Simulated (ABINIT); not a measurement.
# Ca2Si (Fm-3m): G0W0 in ABINIT against the wavefunction cutoff in GW

Wanted: the cheapest wavefunction cutoff in GW that holds the gap of Ca2Si (Fm-3m).

Main program and level: ABINIT 10.8.3; LDA and many-body steps on it, plane waves.

**1. The structure**

Symmetry: Fm-3m, No. 225, cubic system. The conventional cell has a = 7.170 Å, b = 7.170 Å, c = 7.170 Å, α = 90.00°, β = 90.00°, γ = 90.00°. Nearest to Ca lie 4 Si at 3.10 Å. Si has 8 Ca at 3.10 Å nearest. Farther neighbours are not listed.

The cell and positions are those that the Materials Project relaxed with its own functionals (PBE, PBE+U or r2SCAN), kept fixed.

**2. Screening, 2×2×2 mesh, 49 bands, screening to 106.1 eV**

This step: ABINIT 10.8.3; RPA screening on LDA, plane waves, norm-conserving pseudopotentials.

The RPA dielectric matrix is built and inverted for each q.

File run.abi:

```
acell 3*1.0 Angstrom
rprim 
  -0.000000000000 3.585232820000 3.585232820000
  3.585232820000 -0.000000000000 3.585232820000
  3.585232820000 3.585232820000 -0.000000000000
ntypat 2
znucl 20 14
natom 3
typat 1 1 2
xred 
  0.750000000000 0.750000000000 0.750000000000
  0.250000000000 0.250000000000 0.250000000000
  0.000000000000 0.000000000000 0.000000000000
pp_dirpath "pseudos"
pseudos "Ca.upf, Si.upf"
ecut 30
ngkpt 2 2 2
nshiftk 1
shiftk 0 0 0
kptopt 1
chksymbreak 0
istwfk *1
occopt 1
irdwfk 1
optdriver 3
nband 49
ecuteps 3.9
inclvkb 2
awtr 1
symchi 1
ecutwfn 9
indata_prefix "in"
outdata_prefix "out"
tmpdata_prefix "tmp"
```

The run is started by

```
> OMP_NUM_THREADS=1 mpirun -n 4 abinit run.abi > log
```

The program printed:

```text
.Version 10.8.3 of ABINIT. v10.8.2 released Aug 2026.

 Symmetries : space group Fm -3 m (#225); Bravais cF (face-center cubic)
[... echo of the input left out ...]
== DATASET  1 ==================================================================
-   mpi_nproc: 4, omp_nthreads: 1 (-1 if OMP is not activated)

--- !DatasetInfo
iteration_state: {dtset: 1, }
dimensions: {natom: 3, nkpt: 3, mband: 49, nsppol: 1, nspinor: 1, nspden: 1, mpw: 821, }
cutoff_energies: {ecut:   9.0, pawecutdg:  -1.0, }
electrons: {nelect:   2.40000000E+01, charge:   0.00000000E+00, occopt:   1.00000000E+00, tsmear:   1.00000000E-02, }

 SCREENING: Calculation of the susceptibility and dielectric matrices

 Based on a program developped by R.W. Godby, V. Olevano, G. Onida, and L. Reining.
 Incorporated in ABINIT by V. Olevano, G.-M. Rignanese, and M. Torrent.
.Using double precision arithmetic ; gwpc =  8

[... cell and pseudopotentials left out ...]
--------------------------------------------------------------------------------

 ==== K-mesh for the wavefunctions ====
 Number of points in the irreducible wedge :     3
[... list of points left out ...]
 Together with 48 symmetry operations and time-reversal symmetry
 yields     8 points in the full Brillouin Zone.

 ==== Q-mesh for the screening function ====
 Number of points in the irreducible wedge :     3
[... list of points left out ...]
 Together with 48 symmetry operations and time-reversal symmetry
 yields     8 points in the full Brillouin Zone.

 setmesh: FFT mesh size selected  =    24x   24x   24
          total number of points  =        13824

 vcoul_init : cutoff-mode = AUXILIARY_FUNCTION
 q-points for optical limit:   1
     1)      0.000010    0.000020    0.000030

- screening: taking advantage of time-reversal symmetry
- Maximum band index for partially occupied states nbvw = 12
- Remaining bands to be divided among processors   nbcw = 37
- Number of bands treated by each node ~9

 Number of electrons calculated from density =   23.9198; Expected =   24.0000
 average of density, n =  0.038457
 r_s =    1.8379
 omega_plasma =   18.9167 [eV]

 calculating chi0 at frequencies [eV] :
  1    0.000000E+00    0.000000E+00
  2    0.000000E+00    1.891667E+01

--------------------------------------------------------------------------------
  q-point number  1        q = ( 0.000000, 0.000000, 0.000000) [r.l.u.]
--------------------------------------------------------------------------------
[... chi0 elements left out ...]
 For q-point:  0.000010 0.000020 0.000030
  dielectric constant =  64.2652
  dielectric constant without local fields =  85.3821

  Average fulfillment of the sum rule on Im[epsilon] for q-point    1 :     48.95  [%]
[... wings left out ...]
  q-point number  2        q = ( 0.500000, 0.000000, 0.000000) [r.l.u.]
--------------------------------------------------------------------------------
[... chi0 elements left out ...]
  Average fulfillment of the sum rule on Im[epsilon] for q-point    2 :     58.18  [%]

 [... 1 further q-points ...]
```

Wall time 2.8 s (4 MPI ranks of Arm Neoverse V1, shared host); peak memory 0.09 GiB.

This step gave:

```yaml
eps_infinity_with_local_fields_on_this_mesh_along_the_program_s_q_direction: 64.27
the_same_without_local_fields: 85.38
plasma_frequency: 18.92 eV
plane_waves_in_the_screening_matrix: 259
```

Local fields lower ε∞ by 25 %. On a Γ-centred mesh this coarse the value itself is usually too large, while a short band sum pulls it down.

**3. 9 Ha**

This step: G0W0 on LDA, plane waves, norm-conserving pseudopotentials.

run.abi: that of step 2 with these lines changed.

```diff
@@ -24,8 +24,17 @@
 irdwfk 1
-optdriver 3
+optdriver 4
 nband 49
+gwcalctyp 0
+ecutsigx 9
+symsigma 1
+nkptgw 2
+kptgw 
+  0.5000000000 0.5000000000 0.0000000000
+  0.0000000000 0.0000000000 0.0000000000
+bdgw 
+  11 14
+  10 15
 ecuteps 3.9
-inclvkb 2
-awtr 1
-symchi 1
+irdscr 1
+ppmodel 1
 ecutwfn 9
```

The program printed:

```text
.Version 10.8.3 of ABINIT. v10.8.2 released Aug 2026.

 Symmetries : space group Fm -3 m (#225); Bravais cF (face-center cubic)
[... echo of the input left out ...]
== DATASET  1 ==================================================================
-   mpi_nproc: 4, omp_nthreads: 1 (-1 if OMP is not activated)

--- !DatasetInfo
iteration_state: {dtset: 1, }
dimensions: {natom: 3, nkpt: 3, mband: 49, nsppol: 1, nspinor: 1, nspden: 1, mpw: 821, }
cutoff_energies: {ecut:   9.0, pawecutdg:  -1.0, }
electrons: {nelect:   2.40000000E+01, charge:   0.00000000E+00, occopt:   1.00000000E+00, tsmear:   1.00000000E-02, }

 SIGMA: Calculation of the GW corrections

 Based on a program developped by R.W. Godby, V. Olevano, G. Onida, and L. Reining.
 Incorporated in ABINIT by V. Olevano, G.-M. Rignanese, and M. Torrent.
.Using double precision arithmetic ; gwpc =  8

[... cell and pseudopotentials left out ...]
--------------------------------------------------------------------------------

 ==== K-mesh for the wavefunctions ====
 Number of points in the irreducible wedge :     3
[... list of points left out ...]
 Together with 48 symmetry operations and time-reversal symmetry
 yields     8 points in the full Brillouin Zone.

 ==== Q-mesh for screening function ====
 Number of points in the irreducible wedge :     3
[... list of points left out ...]
 Together with 48 symmetry operations and time-reversal symmetry
 yields     8 points in the full Brillouin Zone.

 vcoul_init : cutoff-mode = AUXILIARY_FUNCTION
 q-points for optical limit:   1
     1)      0.000010    0.000020    0.000030
 setmesh: FFT mesh size selected  =    25x   25x   25
          total number of points  =        15625

 Number of electrons calculated from density =   23.9198; Expected =   24.0000
 average of density, n =  0.038457
 r_s =    1.8379
 omega_plasma =   18.9167 [eV]

 === KS Band Gaps ===
  >>>> For spin  1
   Minimum direct gap =   0.5088 [eV], located at k-point      :   0.5000  0.5000  0.0000
   Fundamental gap    =   0.5088 [eV], Top of valence bands at :   0.5000  0.5000  0.0000
                                       Bottom of conduction at :   0.5000  0.5000  0.0000
 SIGMA fundamental parameters:
 PLASMON POLE MODEL  1
 number of plane-waves for SigmaX                  821
 number of plane-waves for SigmaC and W            259
 number of plane-waves for wavefunctions           821
 number of bands                                    49
 number of independent spin polarizations            1
 number of spinorial components                      1
 number of k-points in IBZ                           3
 number of q-points in IBZ                           3
 number of symmetry operations                      48
 number of k-points in BZ                            8
 number of q-points in BZ                            8
 number of frequencies for dSigma/dE                 9
 frequency step for dSigma/dE [eV]                0.25
 number of omega for Sigma on real axis              0
 max omega for Sigma on real axis  [eV]           0.00
 zcut for avoiding poles [eV]                     0.10

 EPSILON^-1 parameters (SCR file):
 dimension of the eps^-1 matrix on file            259
 dimension of the eps^-1 matrix used               259
 number of plane-waves for wavefunctions           821
 number of bands                                    49
 number of q-points in IBZ                           3
 number of frequencies                               2
 number of real frequencies                          1
 number of imag frequencies                          1

 matrix elements of self-energy operator (all in [eV])

 Perturbative Calculation

--- !SelfEnergy_ee
iteration_state: {dtset: 1, }
kpoint     : [   0.500,    0.500,    0.000, ]
spin       : 1
KS_gap     :    0.509
QP_gap     :    1.052
Delta_QP_KS:    0.544
data: !SigmaeeData |
     Band     E0 <VxcDFT>   SigX SigC(E0)      Z dSigC/dE  Sig(E)    E-E0       E
       11   3.544  -9.898 -11.336   1.689   0.755  -0.324  -9.709   0.189   3.733
       12   3.544  -9.898 -11.336   1.689   0.755  -0.324  -9.709   0.189   3.733
       13   4.053  -8.017  -3.784  -3.291   0.778  -0.286  -7.285   0.732   4.786
       14   5.109 -10.252  -4.920  -3.635   0.770  -0.299  -8.945   1.307   6.416

--- !SelfEnergy_ee
iteration_state: {dtset: 1, }
kpoint     : [   0.000,    0.000,    0.000, ]
spin       : 1
KS_gap     :    2.037
QP_gap     :    2.115
Delta_QP_KS:    0.079
data: !SigmaeeData |
     Band     E0 <VxcDFT>   SigX SigC(E0)      Z dSigC/dE  Sig(E)    E-E0       E
       10   3.150 -10.196 -11.103   1.523   0.755  -0.324  -9.731   0.465   3.616
       11   3.150 -10.196 -11.103   1.523   0.755  -0.324  -9.731   0.465   3.616
       12   3.150 -10.196 -11.103   1.523   0.755  -0.324  -9.731   0.465   3.616
       13   5.187  -7.967  -3.700  -3.562   0.772  -0.296  -7.423   0.544   5.731
       14   5.307 -11.218  -5.337  -3.776   0.767  -0.304  -9.604   1.615   6.922
       15   5.307 -11.218  -5.337  -3.776   0.767  -0.304  -9.604   1.615   6.922

== END DATASET(S) ==============================================================
================================================================================

 -outvars: echo values of variables after computation  --------
           etotal      0.0000000000E+00
            nband          49
             nkpt           3
          spgroup         225
 [... the other variables as echoed above ...]

 Calculation completed.
```

The job ended after 3.7 s (4 MPI ranks; peak memory 0.34 GiB).

Numbers from this step:

* G0W0 gap on the points computed: 1.053 eV
* starting gap on the mesh: 0.5088 eV
* k of the valence top: 0.5, 0.5, 0
* k of the conduction bottom: 0.5, 0.5, 0
* Z at the valence top: 0.755
* Z at the conduction bottom: 0.778
* least direct G0W0 gap on the computed points: 1.053 eV

**4. Screening, 2×2×2 mesh, 49 bands, screening to 106.1 eV**

This step: RPA screening on LDA, plane waves, norm-conserving pseudopotentials.

run.abi: that of step 3 with these lines changed.

```diff
@@ -24,18 +24,9 @@
 irdwfk 1
-optdriver 4
+optdriver 3
 nband 49
-gwcalctyp 0
-ecutsigx 9
-symsigma 1
-nkptgw 2
-kptgw 
-  0.5000000000 0.5000000000 0.0000000000
-  0.0000000000 0.0000000000 0.0000000000
-bdgw 
-  11 14
-  10 15
 ecuteps 3.9
-irdscr 1
-ppmodel 1
-ecutwfn 9
+inclvkb 2
+awtr 1
+symchi 1
+ecutwfn 15
 indata_prefix "in"
```

The program printed:

```text
.Version 10.8.3 of ABINIT. v10.8.2 released Aug 2026.

 Symmetries : space group Fm -3 m (#225); Bravais cF (face-center cubic)
[... echo of the input left out ...]
== DATASET  1 ==================================================================
-   mpi_nproc: 4, omp_nthreads: 1 (-1 if OMP is not activated)

--- !DatasetInfo
iteration_state: {dtset: 1, }
dimensions: {natom: 3, nkpt: 3, mband: 49, nsppol: 1, nspinor: 1, nspden: 1, mpw: 1759, }
cutoff_energies: {ecut:  15.0, pawecutdg:  -1.0, }
electrons: {nelect:   2.40000000E+01, charge:   0.00000000E+00, occopt:   1.00000000E+00, tsmear:   1.00000000E-02, }

 SCREENING: Calculation of the susceptibility and dielectric matrices

 Based on a program developped by R.W. Godby, V. Olevano, G. Onida, and L. Reining.
 Incorporated in ABINIT by V. Olevano, G.-M. Rignanese, and M. Torrent.
.Using double precision arithmetic ; gwpc =  8

[... cell and pseudopotentials left out ...]
--------------------------------------------------------------------------------

 ==== K-mesh for the wavefunctions ====
 Number of points in the irreducible wedge :     3
[... list of points left out ...]
 Together with 48 symmetry operations and time-reversal symmetry
 yields     8 points in the full Brillouin Zone.

 ==== Q-mesh for the screening function ====
 Number of points in the irreducible wedge :     3
[... list of points left out ...]
 Together with 48 symmetry operations and time-reversal symmetry
 yields     8 points in the full Brillouin Zone.

 setmesh: FFT mesh size selected  =    25x   25x   25
          total number of points  =        15625

 vcoul_init : cutoff-mode = AUXILIARY_FUNCTION
 q-points for optical limit:   1
     1)      0.000010    0.000020    0.000030

- screening: taking advantage of time-reversal symmetry
- Maximum band index for partially occupied states nbvw = 12
- Remaining bands to be divided among processors   nbcw = 37
- Number of bands treated by each node ~9

 Number of electrons calculated from density =   23.9930; Expected =   24.0000
 average of density, n =  0.038575
 r_s =    1.8360
 omega_plasma =   18.9456 [eV]

 calculating chi0 at frequencies [eV] :
  1    0.000000E+00    0.000000E+00
  2    0.000000E+00    1.894559E+01

--------------------------------------------------------------------------------
  q-point number  1        q = ( 0.000000, 0.000000, 0.000000) [r.l.u.]
--------------------------------------------------------------------------------
[... chi0 elements left out ...]
 For q-point:  0.000010 0.000020 0.000030
  dielectric constant =  67.2503
  dielectric constant without local fields =  89.2907

  Average fulfillment of the sum rule on Im[epsilon] for q-point    1 :     49.50  [%]
[... wings left out ...]
  q-point number  2        q = ( 0.500000, 0.000000, 0.000000) [r.l.u.]
--------------------------------------------------------------------------------
[... chi0 elements left out ...]
  Average fulfillment of the sum rule on Im[epsilon] for q-point    2 :     58.68  [%]

 [... 1 further q-points ...]
```

The job ended after 3 s (4 MPI ranks; peak memory 0.09 GiB; 12 s of CPU time).

Numbers from this step:

| Quantity | Value |
| --- | --- |
| ε∞ with local fields, on this mesh, along the program's q direction | 67.25 |
| the same without local fields | 89.29 |
| plasma frequency | 18.95 eV |
| plane waves in the screening matrix | 259 |

**5. 15 Ha**

The self-energy is evaluated for the states that the input lists, and the levels follow from it, in one-shot runs by the linearised quasiparticle equation.

This step: G0W0 on LDA, plane waves, norm-conserving pseudopotentials.

run.abi: that of step 4 with these lines changed.

```diff
@@ -24,8 +24,17 @@
 irdwfk 1
-optdriver 3
+optdriver 4
 nband 49
+gwcalctyp 0
+ecutsigx 15
+symsigma 1
+nkptgw 2
+kptgw 
+  0.5000000000 0.5000000000 0.0000000000
+  0.0000000000 0.0000000000 0.0000000000
+bdgw 
+  11 14
+  10 15
 ecuteps 3.9
-inclvkb 2
-awtr 1
-symchi 1
+irdscr 1
+ppmodel 1
 ecutwfn 15
```

The program printed:

```text
.Version 10.8.3 of ABINIT. v10.8.2 released Aug 2026.

 Symmetries : space group Fm -3 m (#225); Bravais cF (face-center cubic)
[... echo of the input left out ...]
== DATASET  1 ==================================================================
-   mpi_nproc: 4, omp_nthreads: 1 (-1 if OMP is not activated)

--- !DatasetInfo
iteration_state: {dtset: 1, }
dimensions: {natom: 3, nkpt: 3, mband: 49, nsppol: 1, nspinor: 1, nspden: 1, mpw: 1759, }
cutoff_energies: {ecut:  15.0, pawecutdg:  -1.0, }
electrons: {nelect:   2.40000000E+01, charge:   0.00000000E+00, occopt:   1.00000000E+00, tsmear:   1.00000000E-02, }

 SIGMA: Calculation of the GW corrections

 Based on a program developped by R.W. Godby, V. Olevano, G. Onida, and L. Reining.
 Incorporated in ABINIT by V. Olevano, G.-M. Rignanese, and M. Torrent.
.Using double precision arithmetic ; gwpc =  8

[... cell and pseudopotentials left out ...]
--------------------------------------------------------------------------------

 ==== K-mesh for the wavefunctions ====
 Number of points in the irreducible wedge :     3
[... list of points left out ...]
 Together with 48 symmetry operations and time-reversal symmetry
 yields     8 points in the full Brillouin Zone.

 ==== Q-mesh for screening function ====
 Number of points in the irreducible wedge :     3
[... list of points left out ...]
 Together with 48 symmetry operations and time-reversal symmetry
 yields     8 points in the full Brillouin Zone.

 vcoul_init : cutoff-mode = AUXILIARY_FUNCTION
 q-points for optical limit:   1
     1)      0.000010    0.000020    0.000030
 setmesh: FFT mesh size selected  =    36x   36x   36
          total number of points  =        46656

 Number of electrons calculated from density =   23.9930; Expected =   24.0000
[...]
number of omega for Sigma on real axis              0
 max omega for Sigma on real axis  [eV]           0.00
 zcut for avoiding poles [eV]                     0.10

 EPSILON^-1 parameters (SCR file):
 dimension of the eps^-1 matrix on file            259
 dimension of the eps^-1 matrix used               259
 number of plane-waves for wavefunctions          1759
 number of bands                                    49
 number of q-points in IBZ                           3
 number of frequencies                               2
 number of real frequencies                          1
 number of imag frequencies                          1

 matrix elements of self-energy operator (all in [eV])

 Perturbative Calculation

--- !SelfEnergy_ee
iteration_state: {dtset: 1, }
kpoint     : [   0.500,    0.500,    0.000, ]
spin       : 1
KS_gap     :    0.509
QP_gap     :    1.046
Delta_QP_KS:    0.537
data: !SigmaeeData |
     Band     E0 <VxcDFT>   SigX SigC(E0)      Z dSigC/dE  Sig(E)    E-E0       E
       11   3.544  -9.941 -11.411   1.682   0.754  -0.327  -9.781   0.160   3.704
       12   3.544  -9.941 -11.411   1.682   0.754  -0.327  -9.781   0.160   3.704
       13   4.053  -8.137  -3.907  -3.330   0.775  -0.290  -7.439   0.697   4.751
[...]
--- !SelfEnergy_ee
iteration_state: {dtset: 1, }
kpoint     : [   0.000,    0.000,    0.000, ]
spin       : 1
KS_gap     :    2.037
QP_gap     :    2.130
Delta_QP_KS:    0.093
data: !SigmaeeData |
     Band     E0 <VxcDFT>   SigX SigC(E0)      Z dSigC/dE  Sig(E)    E-E0       E
[...]
14   5.307 -11.609  -5.644  -3.903   0.761  -0.313 -10.039   1.569   6.877
       15   5.307 -11.609  -5.644  -3.903   0.761  -0.313 -10.039   1.569   6.877

== END DATASET(S) ==============================================================
================================================================================

 -outvars: echo values of variables after computation  --------
           etotal      0.0000000000E+00
            nband          49
             nkpt           3
          spgroup         225
 [... the other variables as echoed above ...]

 Calculation completed.
```

The job ended after 3.8 s (4 MPI ranks; peak memory 0.4 GiB).

Numbers from this step:

```
G0W0 gap on the points computed              : 1.047 eV
starting gap on the mesh                     : 0.5088 eV
k of the valence top                         : 0.5, 0.5, 0
k of the conduction bottom                   : 0.5, 0.5, 0
Z at the valence top                         : 0.754
Z at the conduction bottom                   : 0.775
least direct G0W0 gap on the computed points : 1.047 eV
```

The gap on the mesh goes from 0.51 eV to 1.05 eV, a correction of +0.54 eV.

(Continued in part 2 of 2.)

[Paths, hosts, dates, memory and timing lines, banners, echoed tables and standing remarks are left out of the program output.]

[Logs are printed without paths, hosts, clocks, repeated set-up lines and the standing remarks that a program may print on its own settings, such as how far it seeks lower states.]

[Runs of the session that timed out or met a known fault of the program may be left out.]

[No measured gap is set beside runs whose start may be inverted or whose files or cutoffs have a known fault.]

[Hosts, paths, dates, database ids (printed as entryN), source tags and the programs' standing remarks are cut or masked in the printed files.]

[G0W0 gaps are taken among the corrected bands and points alone; a level outside them can change the order at an edge.]

[Where Ansatz stands beside ABINIT at settings called matched, ABINIT's density can come from a denser mesh and the files from another edition; pairs whose starting gaps differed by over 0.03 eV were left out, so agreement reads better than it is.]
